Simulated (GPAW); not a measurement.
Consider Ti3InC (Pm-3m).

```xyz
5
Lattice="4.2356 0.0000 0.0000 0.0000 4.2356 0.0000 0.0000 0.0000 4.2356" Properties=species:S:1:pos:R:3 pbc="T T T"
In    0.0000    0.0000    0.0000
Ti    0.0000    2.1178    2.1178
Ti    2.1178    0.0000    2.1178
Ti    2.1178    2.1178    0.0000
C     2.1178    2.1178    2.1178
```

Absorber: atom 5, with 6 Ti at 2.12 Å (octahedral, site symmetry m-3m). Method: GPAW, LDA, excited-electron core hole (neutral cell), 20-atom cell with 7.3 Å between holes, 5×5×5 k points, dipole transitions, Gaussian full width 0.9 eV up to 4 eV, rising linearly to 3.5 eV at 25 eV.

**Question.** Where do the maxima of the C K edge fall?

Main maxima up to 24 eV above the zero (height): 0.5 eV (1.16), 2.8 eV (3.04), 7.5 eV (1.43) and 12.8 eV (1.24). A K edge sees empty p states; the first features are C p mixed into the empty d states of the Ti neighbours, and the broad ones above probably into the cations' higher empty bands. The total-energy difference is 285.48 eV. One term is added: -6.67 eV, since the hole is spin-paired here and a spin-polarised one costs that much less in the free atom (computed apart). The photon energy is then 278.81 eV. The functional leaves an error in such absolute values: in the free atom LDA prices this hole 2.9 eV below PBE (computed apart), and PBE is itself good to a few eV.

The C K spectrum (energy from the lowest empty level; intensity scaled to a mean of 1 over the first 20 eV):

```tsv
E (eV)	intensity
-2.0	0.00
-1.4	0.00
-0.8	0.01
-0.2	0.30
0.4	1.12
1.0	0.81
1.6	0.38
2.2	1.35
2.8	3.04
3.4	2.22
4.0	1.75
4.6	1.22
5.2	0.96
5.8	1.01
6.4	1.01
7.0	1.27
7.6	1.43
8.2	1.27
8.8	1.07
9.4	0.83
10.0	0.62
10.6	0.63
11.2	0.81
11.8	1.03
12.4	1.20
13.0	1.23
13.6	1.12
14.2	0.93
14.8	0.73
15.4	0.57
16.0	0.47
16.6	0.43
17.2	0.44
17.8	0.48
18.4	0.52
19.0	0.57
19.6	0.59
20.2	0.59
20.8	0.58
21.4	0.57
22.0	0.59
22.6	0.65
23.2	0.72
23.8	0.77
24.4	0.80
25.0	0.80
25.6	0.76
26.2	0.71
26.8	0.68
27.4	0.66
28.0	0.66
28.6	0.68
29.2	0.71
29.8	0.72
30.4	0.70
31.0	0.67
31.6	0.64
```

The structure is a computed Materials Project entry and may be a hypothetical form.

[Banner, clock and machine lines of the logs are left out without a mark of their own.]

[Logs are printed without paths, hosts, clocks, repeated set-up lines and the standing remarks that a program may print on its own settings, such as how far it seeks lower states.]

[Hosts, paths, dates, database ids (printed as entryN), source tags and the programs' standing remarks are cut or masked in the printed files.]

[Lists of maxima count a maximum above −3 eV only where it reaches 4 % of the highest in the window and stands out from its surroundings by 2 % of it (1.5 % where it reaches 55 %); shoulders and weaker maxima are passed over, and of the rest the first, up to two pre-edge ones and the few strongest are named.]
